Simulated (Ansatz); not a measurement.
# CuI (Marshite): band gap by G0W0 on PBE, part 2 of 2

Aim: the quasiparticle gap of CuI (Marshite), starting from PBE.

Ansatz 0.2.0; PBE, then G0W0 on it, plane waves, PAW. Known limits of the many-body steps: finite bands, screening cutoff and k mesh; no spin-orbit coupling in G0W0; d shells not analysed.

So far. Step 2 (The PBE band structure): Over mesh and path the gap is 1.121 eV, direct, at k = Γ. Step 3 (The quasiparticle correction): Over 6 of 8 irreducible mesh points the G0W0 gap is 1.872 eV, direct, at k = Γ. The PBE gap of this run on the mesh is 1.118 eV. The two states that bound the G0W0 gap lie that far apart at the start, so the correction of the gap is 1.872 − 1.118 = +0.754 eV. The start of this run differs from the step before in mesh (6×6×6 and 4×4×4).

The database entry behind the starting cell differs from later determinations by our own check (about 0.15 % long (mineral sample)), so it need not match the best structure at ambient conditions.

In doubt: one-shot GW on d or f shells is unsure (step 3), so the values of those runs are not to be relied on; masses and optical values from hybrid runs of this build are listed as unsure (in some of the runs), which bears on the screening that GW takes from such a start.

### 4. Spin-orbit coupling

This run has two-component orbitals with spin-orbit coupling.

This step: DFT, PBE with spin-orbit coupling, plane waves, PAW.

Contents of input.yaml:

```yaml
crystal:
  lattice:
    - [0.0, 3.0315, 3.0315]
    - [3.0315, 0.0, 3.0315]
    - [3.0315, 3.0315, 0.0]
  atoms:
    - { symbol: Cu, position: [0.25, 0.25, 0.25] }
    - { symbol: I, position: [0.0, 0.0, 0.0] }
kpoints:
  mp_grid: { grid: [6, 6, 6] }
  band_path:
    path:
      - [0.0, 0.0, 0.0]
      - [-0.5, -0.5, 0.0]
      - [-0.375, -0.375, 0.25]
      - [-0.375, 0.0, 0.375]
      - [0.0, 0.0, 0.5]
      - [-0.5, -0.25, 0.25]
    npoints: 1
hamiltonian:
  xc: pbe
scf:
  occupations: { method: fermi_dirac, width: 0.02 }
  n_extra_bands: 8
magnetization:
  noncollinear: true
  spin_orbit: true
output:
  eigenvalues: true
```

Launch:

```bash
$ ansatz run input.yaml --threads 3 --pin off --max-ram 92160MiB --backend cuda --events-out ev --progress --plain --runs-dir out --devices 1 --max-vram 13GiB  # rebuilt from the run's record
```

Numbers of over 12 decimals in the logs are rounded to 6 here.

What it wrote:

```text
[...]
GPUs: using 1 of 1 available (devices: 1).
[...]
non-collinear run that drives no moment, with spin-orbit: no starting moment large enough to seed its density (crystal.atoms[].spin), no starting occupations that ask for one, no magnetisation constraint and no magnetic field, so the semilocal B_xc is pinned to zero
[...]
GPU FFT provider: cuFFT
GPU libraries: cuBLAS 13.8.2, cuFFT 12.4.0, cuSOLVER 12.3.4
Crystal: 2 atoms, lattice volume = 55.719 Å³
Basis set: ecut = 420 eV, 1067 PW (Γ)
Bands: 44, of which v1, the nominal top of the filled ones, is band 36 counted from 1 (35 counted from 0)
Symmetry: 24 space group operations + 24 with time reversal
[...]
k-points: 16 of 216 (time reversal used)
Projection manifold: j_resolved (fully-relativistic pseudo-atomic orbitals)
[...]
GPU buffer pool allocated for 27000 grid points (all kernels)
[...]
SCF iter   1: F=—  HF=-14142.738890 eV  |F-HF|=—  |Δ(HF+E_count)|=         —  Δρ=7.62e-2  dr2=3.36e0  dr2_m=0.00e0 (ungated)  ethr=3.10e-3  |M|=0.00e0 ∫|m|=0.00e0 μB  |m|>n=0.0e0 m-floor=0.0e0 τ_xc=0.0e0  β_m=0.30  ⟨swp⟩=10.7  Hψ=3992  notcnv=0
[...]
SCF iter   9: F=-14141.762007 eV  HF=-14141.762007 eV  |F-HF|=4.97e-9  |Δ(HF+E_count)|=   1.63e-7  Δρ=3.89e-6  dr2=7.18e-9  dr2_m=0.00e0 (ungated)  ethr=2.78e-10  |M|=0.00e0 ∫|m|=0.00e0 μB  |m|>n=0.0e0 m-floor=0.0e0 τ_xc=0.0e0  ⟨swp⟩=2.4  Hψ=1907  notcnv=0
SCF 1 converged in 9 iterations: F = -14141.762007 eV  dr2 = 7.18e-9
[...]
SCF converged after 9 iterations
Magnetization: |M| = 0.0000 μB,  M = (+0.0000, +0.0000, +0.0000) μB
Absolute magnetization: 0.0000 μB (∫|m|)
  site 0: m = (+0.0000, +0.0000, +0.0000) μB, |m| = 0.0000 μB  (R = 1.08 Å)
  site 1: m = (+0.0000, +0.0000, +0.0000) μB, |m| = 0.0000 μB  (R = 1.08 Å)
Free energy (F): -14141.762007 eV
[...]
Internal energy: -14141.762007 eV  (E = F + TS)
E sigma→0 (E₀):  -14141.762007 eV
Fermi energy:    8.806161 eV
[...]
--- Band table (eV; the first three rows and the last of 16) ---
  k-point 0: bands = [... 32 lower, 8.3162, 8.3162, 8.3162, 8.3162, 9.2822, 9.2822, 12.9811, 12.9811, ... 4 higher]
  k-point 1: bands = [... 32 lower, 7.8594, 7.8594, 8.0725, 8.1246, 10.2171, 10.2171, 13.0312, 13.0312, ... 4 higher]
  k-point 2: bands = [... 32 lower, 7.5428, 7.5428, 7.6778, 7.7418, 10.3908, 10.3908, 13.6139, 13.6139, ... 4 higher]
  k-point 15: bands = [... 32 lower, 6.5815, 6.6034, 6.8456, 6.9324, 11.8695, 12.0190, 12.0727, 12.1630, ... 4 higher]
```

The job ended after 3.8 s (1 × NVIDIA H100 80GB HBM3 (shared by 6 runs) with 3 threads of AMD EPYC 7R13 (Zen 3), shared host; peak memory 1 GiB; 6.5 s of CPU time).

Numbers from this step:

| Item | Value |
| --- | --- |
| gap | 0.9660 eV |
| valence top at | Γ |
| conduction bottom at | Γ |
| least direct gap | 0.9660 eV |

Over mesh and listed points the gap is 0.966 eV, direct, at k = Γ. PBE+SOC against PBE: 0.966 − 1.121 = −0.155 eV, with the same mesh, set of files (read in its fully relativistic form for the spin-orbit run) and cutoff, and both edges at the same k points. The spin-orbit run sees mesh and listed points alone, so its gap is an upper bound: the coupling can move an edge off these points, the more so as this crystal has no centre of inversion, and the change over the zone, its sign included where it is small, is not known.

### 5. Side by side

Each gap is the least one over the points named; times are wall times on shared hosts, not benchmarks. A G0W0 time includes the run's own self-consistent start. Runs with listed points see these and the mesh alone, so an edge that moves elsewhere is missed. Rows marked * are further runs, not shown as steps, whose inputs differ from the G0W0 step on the same start in the columns given; solver thresholds can differ too.

```csv
level,mesh,"files, cutoff","bands summed, screening",points,gap (eV),valence top,conduction bottom,least direct gap (eV),time
PBE,6×6×6,"soft_2 PAW, 420 eV",-,mesh and path,1.121,Γ,Γ,1.121,3.1 s
PBE+SOC,6×6×6,"soft_2 PAW, 420 eV",-,mesh and listed points,0.966,Γ,Γ,0.966,3.8 s
G0W0@PBE*,4×4×4,"soft_2 PAW, 420 eV","76, 60 eV",6 of 8 irreducible mesh points,2.312,Γ,Γ,2.312,5.2 s
G0W0@PBE*,4×4×4,"soft_2 PAW, 420 eV","184, 120 eV",6 of 8 irreducible mesh points,1.949,Γ,Γ,1.949,6.3 s
G0W0@PBE,4×4×4,"soft_2 PAW, 420 eV","375, 200 eV",6 of 8 irreducible mesh points,1.872,Γ,Γ,1.872,9 s
G0W0@PBE*,4×4×4,"soft_2 PAW, 420 eV","184, 120 eV, plasmon pole",6 of 8 irreducible mesh points,1.945,Γ,Γ,1.945,8.5 s
```

### 6. Results

| Property | Result |
| --- | --- |
| PBE gap over mesh and path | 1.121 eV, direct, at k = Γ |
| G0W0@PBE gap over 6 of 8 irreducible mesh points | 1.872 eV, direct, at k = Γ |
| PBE+SOC gap over mesh and listed points | 0.966 eV |
| GW settings | 4×4×4 mesh, 357 empty bands, screening to 200 eV |
| known limits | finite bands, screening cutoff and k mesh; no spin-orbit coupling in G0W0; d shells not analysed |

Over 6 of 8 irreducible mesh points the G0W0 gap is 1.872 eV, direct, at k = Γ. The PBE gap of this run on the mesh is 1.118 eV. The two states that bound the G0W0 gap lie that far apart at the start, so the correction of the gap is 1.872 − 1.118 = +0.754 eV. The valence state moves by 7.543 − 8.168 = −0.625 eV and the conduction state by 9.416 − 9.287 = +0.129 eV, on the run's own scale; how far single levels stand from their limit in bands is not shown. Both edges that PBE shows over mesh and path lie at k points where levels were corrected. Levels at other points were not corrected, so a lower G0W0 gap elsewhere in the zone is not ruled out. From 76 bands and 60 eV to 375 bands and 200 eV the gap moves by 1.872 − 2.312 = −0.440 eV (rung by rung 2.312, 1.949, 1.872 eV); bands and screening cutoff rise together, so their parts are not told apart. A line in one over the bands through the two highest rungs gives 1.872 + (1.872 − 1.949) × 184 / (375 − 184) = 1.798 eV, and through the pair below 1.949 + (1.949 − 2.312) × 76 / (184 − 76) = 1.694 eV. The two differ by 0.104 eV, not under the 0.030 eV asked, so the law does not hold well over these rungs and the limit is not known. With the plasmon pole model in place of the contour deformation model and all else as in the G0W0@PBE row with 184 bands, the gap differs by 1.945 − 1.949 = −0.004 eV. G0W0 on other starts in this series, not shown as steps and not all at these settings: 2.706 eV on HSE06 (4×4×4, soft_2 PAW, 184 bands, 120 eV) and 1.881 eV on LDA (4×4×4, soft_2 PAW, 184 bands, 120 eV). PBE+SOC against PBE: 0.966 − 1.121 = −0.155 eV, with the same mesh, set of files (read in its fully relativistic form for the spin-orbit run) and cutoff, and both edges at the same k points. The spin-orbit run sees mesh and listed points alone, so its gap is an upper bound: the coupling can move an edge off these points, the more so as this crystal has no centre of inversion, and the change over the zone, its sign included where it is small, is not known. What spin-orbit coupling does to the G0W0 levels was not computed, so no sum with the G0W0 gap is formed. The G0W0 runs are scalar-relativistic. One-shot GW is known to converge slowly in bands for compounds with shallow d shells. The cell holds Cu; the filling of the d shell and its place against the gap were not analysed here. No pair of G0W0 runs that differ in the mesh alone is shown (4×4×4 is a supercell whose nearest images lie 17 Å apart), so the error from the mesh is not known here. G0W0@PBE runs of this series with other atomic data on the same mesh, not shown as steps, give 1.952 eV (hard PAW, 700 eV, 184 bands, screening to 120 eV; the table's row with the same empty bands and screening cutoff has 1.949 eV); where bands and cutoffs differ too, the part of the files is not isolated.

[Paths, hosts, dates, memory and timing lines, banners, echoed tables and standing remarks are left out of the program output.]

[Logs are printed without paths, hosts, clocks, repeated set-up lines and the standing remarks that a program may print on its own settings, such as how far it seeks lower states.]

[Runs of the session that timed out or met a known fault of the program may be left out.]

[Cells called generated may have been cut or substituted from an entry of the Crystallography Open Database or the Materials Project.]

[Hosts, paths, dates, database ids (printed as entryN), source tags and the programs' standing remarks are cut or masked in the printed files.]

[Where an RPA ε∞ is given, it is that of the G0W0 mesh and is not shown converged in it. Names of k-points follow the symmetry that the program found, which can be lower than the space group named. Band edges on a path are those of the sampled points; other points can move an edge, and change direct to indirect where valleys lie close.]

[Hybrid gaps are those of their k-mesh and are not shown converged in it.]
